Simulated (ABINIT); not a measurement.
An input for ABINIT 10.8.3 (RbCaH3 (Pm-3m)):

```
acell 3*1.0 Angstrom
rprim 
  4.547000000000 0.000000000000 0.000000000000
  0.000000000000 4.547000000000 0.000000000000
  0.000000000000 0.000000000000 4.547000000000
ntypat 3
znucl 37 20 1
natom 5
typat 1 2 3 3 3
xred 
  0.000000000000 0.000000000000 0.000000000000
  0.500000000000 0.500000000000 0.500000000000
  0.000000000000 0.500000000000 0.500000000000
  0.500000000000 0.000000000000 0.500000000000
  0.500000000000 0.500000000000 0.000000000000
pp_dirpath "pseudos"
pseudos "Rb.upf, Ca.upf, H.upf"
ecut 31
ngkpt 2 2 2
nshiftk 1
shiftk 0 0 0
kptopt 1
chksymbreak 0
istwfk *1
occopt 1
irdwfk 1
optdriver 4
nband 49
gwcalctyp 28
ecutsigx 31
symsigma 0
nkptgw 4
kptgw 
  0.0000000000 0.0000000000 0.0000000000
  0.5000000000 0.0000000000 0.0000000000
  0.5000000000 0.5000000000 0.0000000000
  0.5000000000 0.5000000000 0.5000000000
bdgw 
  9 35
  9 35
  9 35
  9 35
ecuteps 3.2
irdscr 1
ppmodel 1
irdqps 1
rhoqpmix 0.3
indata_prefix "in"
outdata_prefix "out"
tmpdata_prefix "tmp"
```

```sh
OMP_NUM_THREADS=1 mpirun -n 4 abinit run.abi > log
```

**Question.** Estimate wall time and host memory on 4 MPI ranks of Arm Neoverse V1, shared host.

It took 17 s; on shared hardware allow 8.5 s to 34 s. Peak host memory was 1.3 GiB.

[Paths, hosts, dates, memory and timing lines, banners, echoed tables and standing remarks are left out of the program output.]

[Logs are printed without paths, hosts, clocks, repeated set-up lines and the standing remarks that a program may print on its own settings, such as how far it seeks lower states.]

[Runs of the session that timed out or met a known fault of the program may be left out.]

[Hosts, paths, dates, database ids (printed as entryN), source tags and the programs' standing remarks are cut or masked in the printed files.]

[G0W0 gaps are taken among the corrected bands and points alone; a level outside them can change the order at an edge.]

[Where Ansatz stands beside ABINIT at settings called matched, ABINIT's density can come from a denser mesh and the files from another edition; pairs whose starting gaps differed by over 0.03 eV were left out, so agreement reads better than it is.]
